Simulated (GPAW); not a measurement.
# 1T-HfO2 monolayer: simulated STM images

Aim: Tersoff-Hamann images of 1T-HfO2 monolayer at several biases.

Main program and level: GPAW 26.7.0; GPAW, PAW setups; layer in a repeated cell with vacuum, relaxation of atoms and in-plane cell, in the first sound run; inputs show where later runs differ.

**1. The structure**

The cell holds 3 atoms: 2 O and 1 Hf. Its edges and angles: a = 3.240 Å, b = 3.240 Å, c = 16.519 Å, α = 90.0°, β = 90.0°, γ = 120.0°. Vacuum lies along c.

**2. Relaxing the atoms**

Forces are removed first; all later runs use this geometry.

run.py

```python
import json
import numpy as np
from ase import Atoms
from ase.filters import FrechetCellFilter
from ase.optimize import BFGS
from gpaw import GPAW, PW

slab = Atoms(
    ['O', 'Hf', 'O'],
    positions=[
        [1.62000, 0.93531, 7.00000],
        [0.00000, 0.00000, 8.25930],
        [-0.00000, 1.87061, 9.51859]],
    cell=[[3.24, 0.0, 0.0], [-1.62, 2.80592, 0.0], [0.0, 0.0, 16.5186]],
    pbc=[True, True, True])

slab.calc = GPAW(mode=PW(600), xc='PBE', kpts={'size': (12, 12, 1), 'gamma': True},
                 occupations={'name': 'fermi-dirac', 'width': 0.05}, nbands='160%',
                 convergence={'density': 1e-05}, maxiter=200,
                 symmetry={'tolerance': 1e-3}, txt='slab.txt')
result = {}
# The in-plane cell is free; stress needs a cell that repeats along all three vectors
path = []
opt = BFGS(FrechetCellFilter(slab, mask=[1, 1, 0, 0, 0, 1]), maxstep=0.2)
opt.attach(lambda: path.append((slab.get_potential_energy(), slab.positions.tolist(), slab.get_forces().tolist())))
result['relaxed'] = bool(opt.run(fmax=0.02, steps=45))
result['path'] = path
result['cell'] = slab.cell.tolist()
print('in-plane lattice', slab.cell.cellpar().round(4)[[0, 1, 5]])
energy = slab.get_potential_energy()
fermi = slab.calc.get_fermi_level()
v = slab.calc.get_electrostatic_potential().mean((0, 1)) - fermi
n = slab.calc.get_pseudo_density().mean((0, 1))
L = slab.cell[2, 2]
z = np.arange(len(v)) * L / len(v)
low, high = slab.positions[:, 2].min(), slab.positions[:, 2].max()
below, above = np.interp([low - 4.8, high + 4.8], z, v)
slopes = [np.interp(x, z, np.gradient(v, z)) for x in (low - 4.8, high + 4.8)]
eps = np.array([[slab.calc.get_eigenvalues(k, s) for k in range(len(slab.calc.get_ibz_k_points()))]
                for s in range(slab.calc.get_number_of_spins())]) - fermi
top, bottom = eps[eps < 0].max(), eps[eps > 0].min()
dipole = slab.get_dipole_moment()[2]
print(f'energy {energy:.4f} eV, Fermi level {fermi:.4f} eV, dipole {dipole:.5f} e A')
print(f'potential 4.8 A off the faces, from the Fermi level: lower {below:.4f} eV, upper {above:.4f} eV')
print(f'slope of the potential there: lower {slopes[0]:.5f}, upper {slopes[1]:.5f} eV/A')
print(f'nearest levels on the mesh: {top:.4f} and {bottom:.4f} eV')
print('magnetic moment', round(slab.get_magnetic_moment(), 3))
result.update(energy=energy, fermi=fermi, dipole=dipole, below=below, above=above, slopes=slopes, edges=[top, bottom],
              z=z.tolist(), v=v.tolist(), n=n.tolist(), positions=slab.positions.tolist(),
              forces=slab.get_forces(apply_constraint=False).tolist(), moments=slab.get_magnetic_moments().tolist())
json.dump(result, open('result.json', 'w'))
```

Run with:

```
$ OMP_NUM_THREADS=1 OPENBLAS_NUM_THREADS=1 python run.py
```

Log:

```text
Step          Energy          fmax
BFGS:    0      -26.290672        4.058300
BFGS:    1      -26.771395        3.276063
BFGS:    2      -27.327077        1.436960
BFGS:    3      -27.409120        0.510309
BFGS:    4      -27.431057        0.464190
BFGS:    5      -27.498863        0.052890
BFGS:    6      -27.502258        0.005893
in-plane lattice [  3.2212   3.2212 120.    ]
energy -27.5023 eV, Fermi level -2.2951 eV, dipole -0.00012 e A
potential 4.8 A off the faces, from the Fermi level: lower 5.6806 eV, upper 5.6810 eV
slope of the potential there: lower -0.00048, upper 0.00034 eV/A
nearest levels on the mesh: -2.3082 and 2.4932 eV
magnetic moment 0.0
```

The job ended after 3.9 min (1 thread of Arm Neoverse V1, shared host; peak memory 0.3 GiB).

Numbers from this step:

| Quantity | Value |
| --- | --- |
| dipole along the normal | -1.20e-4 e·Å |
| levels nearest the Fermi level on the mesh | -2.308, 2.493 eV from the Fermi level |

Electrostatic potential energy of an electron (without an applied field's), less the Fermi level, planar mean against z:

```tsv
z (Å)	electrostatic potential energy of an electron (without an applied field's), less the Fermi level, planar mean (eV)
0.0	5.68
0.5	5.68
1.0	5.68
1.5	5.68
2.0	5.68
2.5	5.68
3.0	5.68
3.5	5.68
4.0	5.68
4.5	5.68
5.0	5.67
5.5	5.63
6.0	5.40
6.5	4.00
7.0	-4.29
7.5	-12.1
8.0	-19.5
8.5	-19.9
9.0	-12.1
9.5	-4.88
10.0	3.89
10.5	5.38
11.0	5.63
11.5	5.67
12.0	5.68
12.5	5.68
13.0	5.68
13.5	5.68
14.0	5.68
14.5	5.68
15.0	5.68
15.5	5.68
16.0	5.68
```

The pseudo valence density, planar mean oscillates, so the rows of the table below give means over windows of 0.5 Å about each position, cut where the curve ends. Its maxima inside the range that stand out by 2 % of the span (Å: e/Å³): 7.40: 0.895, 8.26: 1.21, 9.12: 0.895. Its minima: 7.74: 0.805, 8.78: 0.805.

Pseudo valence density, planar mean against z; means over each step:

```tsv
z (Å)	pseudo valence density, planar mean (e/Å³)
4.0	2.3e-5
4.5	1.3e-4
5.0	7.0e-4
5.5	0.00399
6.0	0.0239
6.5	0.149
7.0	0.610
7.5	0.853
8.0	1.01
8.5	1.02
9.0	0.852
9.5	0.629
10.0	0.160
10.5	0.0257
11.0	0.00426
11.5	7.5e-4
12.0	1.3e-4
12.5	2.5e-5
```

The relaxation lowered the energy of the cell by 1.21 eV (energies extrapolated to zero smearing; the optimiser's log prints free energies). The largest force left on a free atom is 0.0032 eV/Å.

**3. The slab's potential**

The work function is the vacuum plateau of the electrostatic potential less the Fermi level; a dipole layer lets the two faces have plateaus of their own.

This step: GPAW, PAW setups; slab in vacuum (GPAW 26.7.0).

The cell differs from the one that the last finished run ended in (c 16.519 → 15.978 Å).

run.py

```python
import json
import numpy as np
from ase import Atoms
from ase.dft.stm import STM
from gpaw import GPAW, PW

slab = Atoms(
    ['O', 'Hf', 'O'],
    positions=[
        [1.61060, 0.92988, 7.00000],
        [0.00000, 0.00000, 7.98915],
        [-0.00000, 1.85975, 8.97829]],
    cell=[[3.22119, 0.0, 0.0], [-1.6106, 2.78963, 0.0], [0.0, 0.0, 15.9783]],
    pbc=[True, True, False])

slab.calc = GPAW(mode=PW(500), xc='PBE', kpts={'size': (12, 12, 1), 'gamma': True},
                 occupations={'name': 'fermi-dirac', 'width': 0.05}, nbands='160%',
                 convergence={'density': 1e-05}, maxiter=200,
                 poissonsolver={'dipolelayer': 'xy'},
                 symmetry={'tolerance': 1e-3}, txt='slab.txt')
result = {}
energy = slab.get_potential_energy()
fermi = slab.calc.get_fermi_level()
v = slab.calc.get_electrostatic_potential().mean((0, 1)) - fermi
n = slab.calc.get_pseudo_density().mean((0, 1))
L = slab.cell[2, 2]
z = np.arange(len(v)) * L / len(v)
low, high = slab.positions[:, 2].min(), slab.positions[:, 2].max()
below, above = np.interp([low - 4.8, high + 4.8], z, v)
slopes = [np.interp(x, z, np.gradient(v, z)) for x in (low - 4.8, high + 4.8)]
eps = np.array([[slab.calc.get_eigenvalues(k, s) for k in range(len(slab.calc.get_ibz_k_points()))]
                for s in range(slab.calc.get_number_of_spins())]) - fermi
top, bottom = eps[eps < 0].max(), eps[eps > 0].min()
dipole = slab.get_dipole_moment()[2]
print(f'energy {energy:.4f} eV, Fermi level {fermi:.4f} eV, dipole {dipole:.5f} e A')
print(f'potential 4.8 A off the faces, from the Fermi level: lower {below:.4f} eV, upper {above:.4f} eV')
print(f'slope of the potential there: lower {slopes[0]:.5f}, upper {slopes[1]:.5f} eV/A')
print(f'nearest levels on the mesh: {top:.4f} and {bottom:.4f} eV')
print('magnetic moment', round(slab.get_magnetic_moment(), 3))
result.update(energy=energy, fermi=fermi, dipole=dipole, below=below, above=above, slopes=slopes, edges=[top, bottom],
              z=z.tolist(), v=v.tolist(), n=n.tolist(), positions=slab.positions.tolist(),
              forces=slab.get_forces(apply_constraint=False).tolist(), moments=slab.get_magnetic_moments().tolist())

# Images need the states of the whole zone, up to time reversal
slab.calc = slab.calc.fixed_density(symmetry={'point_group': False}, txt='states.txt', nbands='250%',
                                    convergence={'bands': 'CBM+1.3'})
stm = STM(slab)
result['stm'] = []
for bias in [-1.0, 1.0]:
    height = high + 3.0
    current = stm.get_averaged_current(bias, height)
    x, y, h = stm.scan(bias, current)
    i, f = divmod(height / L * stm.ldos.shape[2], 1)
    I = abs((1 - f) * stm.ldos[:, :, int(i)] + f * stm.ldos[:, :, int(i) + 1])
    print(f'bias {bias} V: mean current at 3.0 A {current:.4e}, corrugation {np.ptp(h):.4f} A')
    result['stm'].append(dict(bias=bias, current=current, h=(h - high).tolist(), I=I.tolist()))
json.dump(result, open('result.json', 'w'))
```

Log:

```text
energy -26.8170 eV, Fermi level -3.4134 eV, dipole -0.00012 e A
potential 4.8 A off the faces, from the Fermi level: lower 6.9155 eV, upper 6.9166 eV
slope of the potential there: lower -0.00154, upper 0.00154 eV/A
nearest levels on the mesh: -1.0679 and 3.7273 eV
magnetic moment 0.0
bias -1.0 V: mean current at 3.0 A 0.0000e+00, corrugation 0.0000 A
bias 1.0 V: mean current at 3.0 A 0.0000e+00, corrugation 0.0000 A
```

Elapsed: 2.4 min, on 1 thread; peak memory 0.41 GiB.

This step gave:

```yaml
levels_nearest_the_fermi_level_on_the_mesh: -1.068, 3.727 eV from the Fermi level
upper_work_function: 6.917 eV
lower_work_function: 6.915 eV
upper_ionisation_energy: 7.985 eV
```

Electrostatic potential energy of an electron (without an applied field's), less the Fermi level, planar mean against z:

```tsv
z (Å)	electrostatic potential energy of an electron (without an applied field's), less the Fermi level, planar mean (eV)
0.0	6.92
0.5	6.92
1.0	6.92
1.5	6.92
2.0	6.92
2.5	6.92
3.0	6.91
3.5	6.91
4.0	6.91
4.5	6.91
5.0	6.89
5.5	6.78
6.0	6.18
6.5	2.41
7.0	-10.5
7.5	-13.0
8.0	-21.6
8.5	-12.6
9.0	-10.1
9.5	2.78
10.0	6.23
10.5	6.79
11.0	6.89
11.5	6.91
12.0	6.91
12.5	6.92
13.0	6.92
13.5	6.92
14.0	6.92
14.5	6.92
15.0	6.92
15.5	6.92
```

The pseudo valence density, planar mean by z:

z (Å), pseudo valence density, planar mean (e/Å³) and a bar:
```
     0.00       0.00 
     0.38       0.00 
     0.76       0.00 
     1.33       0.00 
     1.71       0.00 
     2.09       0.00 
     2.47       0.00 
     3.04       0.00 
     3.42       0.00 
     3.80       0.00 
     4.18       0.00 
     4.76       0.00 
     5.14       0.00 
     5.52       0.01 
     5.90       0.04 #
     6.47       0.29 ########
     6.85       0.78 #####################
     7.23       0.86 ########################
     7.61       0.88 ########################
     8.18       1.09 ##############################
     8.56       0.80 ######################
     8.94       0.90 #########################
     9.32       0.53 ###############
     9.89       0.07 ##
    10.27       0.02 
    10.65       0.00 
    11.03       0.00 
    11.60       0.00 
    11.98       0.00 
    12.36       0.00 
    12.74       0.00 
    13.32       0.00 
    13.70       0.00 
    14.08       0.00 
    14.46       0.00 
    15.03       0.00 
    15.41       0.00 
    15.79       0.00
```

Force by atom:

```tsv
atom	x (eV/Å)	y (eV/Å)	z (eV/Å)	size
O1	0.0000	0.0000	0.0835	0.0835
Hf2	0.0000	0.0000	0.0000	0.0000
O3	0.0000	0.0000	-0.0835	0.0835
```

The layer is gapped, so the Fermi level lies somewhere inside the gap, set by smearing and numerics, and these work functions are no property of the material; the band edges below the vacuum level are. The potential is flat to 0.002 eV/Å where it is read, so the vacuum is wide enough. At -1 and 1 V the search found no usable constant-current contour near the set height, since the window lies inside the gap and carries no current, so the printed corrugation is no image; it is left out.

**4. Summary of results**

```yaml
work_function_both_faces_fermi_level_placed_in_the_gap_by_the_smearing: 6.92 eV
ionisation_energy_from_the_upper_face_highest_filled_level_on_the_mesh: 7.98 eV
electron_affinity_from_the_upper_face_lowest_empty_kohn_sham_level_on_the_mesh: 3.19 eV
dipole_along_the_normal: -1.2e-4 e Å, near the numerical noise
```

**Reading.** With plane waves and PBE the ionisation energy from the upper face is 7.98 eV and the Kohn-Sham electron affinity 3.19 eV. The levels nearest the Fermi level on the mesh lie 4.80 eV apart, so the slab is gapped there: the smearing puts the Fermi level inside the gap, and from either face the ionisation energy is the work function plus 1.1 eV. Both are Kohn-Sham levels on the mesh, and semilocal gaps are too small, so the affinity tends to come out too large and the ionisation energy too small. With elements this heavy, spin-orbit coupling can move band edges by tenths of an eV. The layer's cell and atoms come from the relaxation; spin-orbit coupling and temperature are left out.

[Logs are printed without paths, hosts, clocks, repeated set-up lines and the standing remarks that a program may print on its own settings, such as how far it seeks lower states.]

[Hosts, paths, dates, database ids (printed as entryN), source tags and the programs' standing remarks are cut or masked in the printed files.]
